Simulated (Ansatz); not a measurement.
# Decaying states in the gap of SrBiAsO6, part 3 of 4

A new crystal, SrBiAsO6: structure, gap and complex bands. It is built by putting Bi for part of the As in the SrAs2O6 structure of space group P-31m, with the volume rescaled by atomic radii. The parent structure comes from the Materials Project.

Ansatz 0.2.0; r2SCAN DFT, plane waves, PAW files (the session's first sound run).

So far, gap on the k-mesh (eV): step 3 (the bulk crystal and its band edges) 2.21.

The structure was built from a prototype and need not be the compound's stable phase.

## 5. Band edges at another level, cutoff 1800 eV

This step: r2SCAN DFT, plane waves, JTH PAW files (Ansatz 0.2.0).

The edges again with JTH files, at the same atoms. Against that run the cutoff is 1800 eV against 500.

File input.yaml:

```yaml
crystal:
  lattice:
    - [5.2428701064, 0.0, 0.0]
    - [-2.6214350532, 4.5404587009, 0.0]
    - [0.0, 0.0, 5.3815166159]
  atoms:
    - { symbol: Sr, position: [0.0, 0.0, 0.0] }
    - { symbol: As, position: [0.3333333333, 0.6666666667, 0.5] }
    - { symbol: Bi, position: [0.6666666667, 0.3333333333, 0.5] }
    - { symbol: O, position: [0.035730423, 0.6418764902, 0.7021142645] }
    - { symbol: O, position: [0.035730423, 0.3938539327, 0.2978857355] }
    - { symbol: O, position: [0.3581235098, 0.3938539327, 0.7021142645] }
    - { symbol: O, position: [0.6061460673, 0.6418764902, 0.2978857355] }
    - { symbol: O, position: [0.3581235098, -0.035730423, 0.2978857355] }
    - { symbol: O, position: [0.6061460673, -0.035730423, 0.7021142645] }
kpoints:
  mp_grid: { grid: [6, 6, 4] }
  band_path: { path: [VBM, CBM], npoints: 30 }
scf:
  occupations: { method: fixed }
hamiltonian:
  xc: r2scan
  pseudopotentials: { kind: paw, source: jth }
output:
  eigenvalues: true
```

Started as:

```sh
$ ansatz run input.yaml --threads 2 --pin off --max-ram 4096MiB --backend cpu --events-out ev --progress --plain --runs-dir out
```

Numbers of over 12 decimals in the logs are rounded to 6 here.

Log:

```text
Warning: <dir> the checks of this Sr dataset prove no rule for summing its radial tables, as where they were carried onto another mesh than they were made on, and Gregory's rule is taken, under which a leading mesh point left out moves its sums only by what lay on the interval it spanned. That does not make them correct, and they differ from Quantum ESPRESSO's on this file; a re-export a fraction of a mesh step off can move them. hamiltonian.pseudopotentials.radial_quadrature: simpson_from_first_knot sums it by `pw.x`'s rule; on a PAW file no value gives `pw.x`'s numbers. What more to know: hamiltonian.pseudopotentials.radial_quadrature, in the input reference
Warning: <dir> the checks of this As dataset prove no rule for summing its radial tables, as where they were carried onto another mesh than they were made on, and Gregory's rule is taken, under which a leading mesh point left out moves its sums only by what lay on the interval it spanned. That does not make them correct, and they differ from Quantum ESPRESSO's on this file; a re-export a fraction of a mesh step off can move them. hamiltonian.pseudopotentials.radial_quadrature: simpson_from_first_knot sums it by `pw.x`'s rule; on a PAW file no value gives `pw.x`'s numbers. What more to know: hamiltonian.pseudopotentials.radial_quadrature, in the input reference
Warning: <dir> the checks of this Bi dataset prove no rule for summing its radial tables, as where they were carried onto another mesh than they were made on, and Gregory's rule is taken, under which a leading mesh point left out moves its sums only by what lay on the interval it spanned. That does not make them correct, and they differ from Quantum ESPRESSO's on this file; a re-export a fraction of a mesh step off can move them. hamiltonian.pseudopotentials.radial_quadrature: simpson_from_first_knot sums it by `pw.x`'s rule; on a PAW file no value gives `pw.x`'s numbers. What more to know: hamiltonian.pseudopotentials.radial_quadrature, in the input reference
Warning: <dir> the checks of this O dataset prove no rule for summing its radial tables, as where they were carried onto another mesh than they were made on, and Gregory's rule is taken, under which a leading mesh point left out moves its sums only by what lay on the interval it spanned. That does not make them correct, and they differ from Quantum ESPRESSO's on this file; a re-export a fraction of a mesh step off can move them. hamiltonian.pseudopotentials.radial_quadrature: simpson_from_first_knot sums it by `pw.x`'s rule; on a PAW file no value gives `pw.x`'s numbers. What more to know: hamiltonian.pseudopotentials.radial_quadrature, in the input reference
[...]
Crystal: 9 atoms, lattice volume = 128.107 Å³
Basis set: ecut = 1800 eV, 22201 PW (Γ), exchange–correlation on 300×300×300 points (64 copies of the dense FFT grid, shifted against one another)
Bands: 47, of which v1, the nominal top of the filled ones, is band 38 counted from 1 (37 counted from 0)
Symmetry: 6 space group operations
[...]
k-points: 24 of 144 (time reversal used)
[...]
SCF iter   1: F=—  HF=-24173.591948 eV  |F-HF|=—  |Δ(HF+E_count)|=         —  Δρ=6.96e-2  dr2=6.64e0  dr2_τ=1.18e0  ethr=3.10e-3  ⟨swp⟩=6.8  Hψ=4954  notcnv=0  defer=159
[...]
SCF iter   9: F=-24172.265029 eV  HF=-24172.265029 eV  |F-HF|=1.63e-8  |Δ(HF+E_count)|=   4.37e-8  Δρ=2.47e-6  dr2=1.09e-8  dr2_τ=8.60e-10  ethr=1.32e-10  ⟨swp⟩=17.1  Hψ=6372  notcnv=0
SCF 1 converged in 9 iterations: F = -24172.265029 eV  dr2 = 1.09e-8
[...]
SCF converged after 9 iterations
Free energy (F): -24172.265029 eV
[...]
Internal energy: -24172.265029 eV  (E = F + TS)
E sigma→0 (E₀):  -24172.265029 eV
Fermi energy:    6.240740 eV
[...]
--- Band table (eV; the first three rows and the last of 24) ---
  k-point 0: bands = [... 34 lower, 5.5457, 5.5951, 6.1143, 6.1143, 8.4371, 11.5112, 13.5793, 14.8832, ... 5 higher]
  k-point 1: bands = [... 34 lower, 5.5511, 5.6701, 6.0991, 6.1070, 8.7498, 11.8021, 13.2345, 14.6457, ... 5 higher]
  k-point 2: bands = [... 34 lower, 5.6970, 5.6970, 6.0949, 6.0949, 9.0081, 12.2721, 12.7561, 14.5919, ... 5 higher]
  k-point 23: bands = [... 34 lower, 5.5658, 6.0149, 6.0708, 6.1168, 9.6863, 11.8710, 13.0871, 14.0233, ... 5 higher]
```

Run time: 5.5 min. Hardware: 2 threads of Arm Neoverse V2, shared host; peak memory 2.6 GiB; 11 min of CPU time.

This step gave:

```yaml
free_energy: -24172.2650 eV
fermi_energy: 6.241 eV
gap_on_the_k_mesh: 2.196 eV
gap_on_path: 2.194 eV, by band count; negative where bands overlap
direct_gap_on_path: 2.323 eV
```

Electronic bands along the path, in eV, zero at the Fermi level (highest filled level under fixed occupations); v1 is the highest filled band, c1 the lowest empty one:

```
  point     v4     v3     v2     v1    c1    c2    c3    c4
    VBM  -0.76  -0.48  -0.29   0.00  3.32  5.55  7.88  7.97
halfway  -0.83  -0.52  -0.13  -0.06  3.04  5.48  7.72  7.95
    CBM  -0.69  -0.65  -0.13  -0.13  2.20  5.27  7.34  8.64
```

The searched edges give 2.19 eV, against 2.20 eV on the mesh.

## 6. Complex bands at another level

This step: r2SCAN DFT, plane waves, JTH PAW files; complex bands by layer matching along the plane's normal (Ansatz 0.2.0).

The complex bands at that level, over its own gap, at (0, 0) and (0.3333, 0.2083).

File input.yaml:

```yaml
crystal:
  lattice:
    - [5.242870106, 0.0, 0.0]
    - [0.0, 5.381516616, 0.0]
    - [2.621435053, 0.0, 4.540458701]
  atoms:
    - { symbol: Sr, position: [0.0, 0.0, 0.0] }
    - { symbol: As, position: [0.3333333333, 0.5, 0.3333333333] }
    - { symbol: Bi, position: [0.6666666667, 0.5, 0.6666666667] }
    - { symbol: O, position: [0.6061460673, 0.7021142645, 0.035730423] }
    - { symbol: O, position: [0.3581235098, 0.2978857355, 0.035730423] }
    - { symbol: O, position: [0.035730423, 0.7021142645, 0.3581235098] }
    - { symbol: O, position: [0.035730423, 0.2978857355, 0.6061460673] }
    - { symbol: O, position: [0.6061460673, 0.2978857355, 0.3581235098] }
    - { symbol: O, position: [0.3581235098, 0.7021142645, 0.6061460673] }
kpoints:
  mp_grid: { grid: [6, 4, 6] }
scf:
  occupations: { method: fixed }
hamiltonian:
  xc: r2scan
  pseudopotentials: { kind: paw, source: jth }
output:
  eigenvalues: true
  transmission:
    leads: [[0, 0]]
    kpoints: [[0.0, 0.0], [0.3333, 0.2083]]
    e_range: [-1.0, 3.19]
    de: 0.07
```

Log:

```text
Warning: <dir> the checks of this Sr dataset prove no rule for summing its radial tables, as where they were carried onto another mesh than they were made on, and Gregory's rule is taken, under which a leading mesh point left out moves its sums only by what lay on the interval it spanned. That does not make them correct, and they differ from Quantum ESPRESSO's on this file; a re-export a fraction of a mesh step off can move them. hamiltonian.pseudopotentials.radial_quadrature: simpson_from_first_knot sums it by `pw.x`'s rule; on a PAW file no value gives `pw.x`'s numbers. What more to know: hamiltonian.pseudopotentials.radial_quadrature, in the input reference
Warning: <dir> the checks of this As dataset prove no rule for summing its radial tables, as where they were carried onto another mesh than they were made on, and Gregory's rule is taken, under which a leading mesh point left out moves its sums only by what lay on the interval it spanned. That does not make them correct, and they differ from Quantum ESPRESSO's on this file; a re-export a fraction of a mesh step off can move them. hamiltonian.pseudopotentials.radial_quadrature: simpson_from_first_knot sums it by `pw.x`'s rule; on a PAW file no value gives `pw.x`'s numbers. What more to know: hamiltonian.pseudopotentials.radial_quadrature, in the input reference
Warning: <dir> the checks of this Bi dataset prove no rule for summing its radial tables, as where they were carried onto another mesh than they were made on, and Gregory's rule is taken, under which a leading mesh point left out moves its sums only by what lay on the interval it spanned. That does not make them correct, and they differ from Quantum ESPRESSO's on this file; a re-export a fraction of a mesh step off can move them. hamiltonian.pseudopotentials.radial_quadrature: simpson_from_first_knot sums it by `pw.x`'s rule; on a PAW file no value gives `pw.x`'s numbers. What more to know: hamiltonian.pseudopotentials.radial_quadrature, in the input reference
Warning: <dir> the checks of this O dataset prove no rule for summing its radial tables, as where they were carried onto another mesh than they were made on, and Gregory's rule is taken, under which a leading mesh point left out moves its sums only by what lay on the interval it spanned. That does not make them correct, and they differ from Quantum ESPRESSO's on this file; a re-export a fraction of a mesh step off can move them. hamiltonian.pseudopotentials.radial_quadrature: simpson_from_first_knot sums it by `pw.x`'s rule; on a PAW file no value gives `pw.x`'s numbers. What more to know: hamiltonian.pseudopotentials.radial_quadrature, in the input reference
Engine: ansatz 0.2.0, aarch64-unknown-linux-gnu
Pseudopotentials: kind: paw
Pseudopotential: Sr, paw, valence charge 10, recommended cutoff 690 eV (normal), Sr.paw.azcp
Pseudopotential: As, paw, valence charge 15, recommended cutoff 1350 eV (normal), As.paw.azcp
Pseudopotential: Bi, paw, valence charge 15, recommended cutoff 1800 eV (normal), Bi.paw.azcp
Pseudopotential: O, paw, valence charge 6, recommended cutoff 1380 eV (normal), O.paw.azcp
Functional definition: r2SCAN
  parameter k0 = 0.174
  parameter k1 = 0.065
  parameter a1 = 4.9479
  exchange = r2scan_x(k0 = k0, k1 = k1, a1 = a1)
  correlation = r2scan_c
Error: memory limit exceeded: the `transmission` phase of `transmission` needs 11.00 GiB against the run's memory maximum of 4.00 GiB; largest carriers: transmission 9.53 GiB, source scf tables 1.16 GiB, unmodelled-tail allowance 0.30 GiB, source scf state 0.01 GiB; this run sums exchange and correlation above basis.xc_grid: 1 (its plan line states the level, which a resume's fixed deck keeps): xc box scratch, where  [...]
with nothing else changed it takes a maximum of at least 11.01 GiB, with nothing to spare, and 12.11 GiB leaves up to a tenth: --max-ram 12.11GiB where that set the maximum, else more of the term that did, and with no share typed, where 12.11 GiB is over 0.88 of the host's memory or its container's limit, a share of 0.88 or more that holds the maximum too (--max-ram-frac F), where one does; The budget is ten eleventh [...]
`transmission` follows the SCF: where the deck gives it k-points, a mesh or a band count of its own, those are what to reduce (not on a resume, whose deck is fixed)
```

The job ended after 0.43 s (2 threads; peak memory 0.24 GiB).

The program refused the input before any cycle.

The program's message: “Error: memory limit exceeded: the `transmission` phase of `transmission` needs 11.00 GiB against the run's memory maximum of 4.00 GiB; largest carriers: transmission 9.53 GiB, source scf tables 1.16 G …”

(Part 3 of 4 ends here.)

[Logs are printed without paths, hosts, clocks, repeated set-up lines and the standing remarks that a program may print on its own settings, such as how far it seeks lower states.]

[Hosts, paths, dates, database ids (printed as entryN), source tags and the programs' standing remarks are cut or masked in the printed files.]

[New means built here by substitution; the compound itself may be known and measured.]
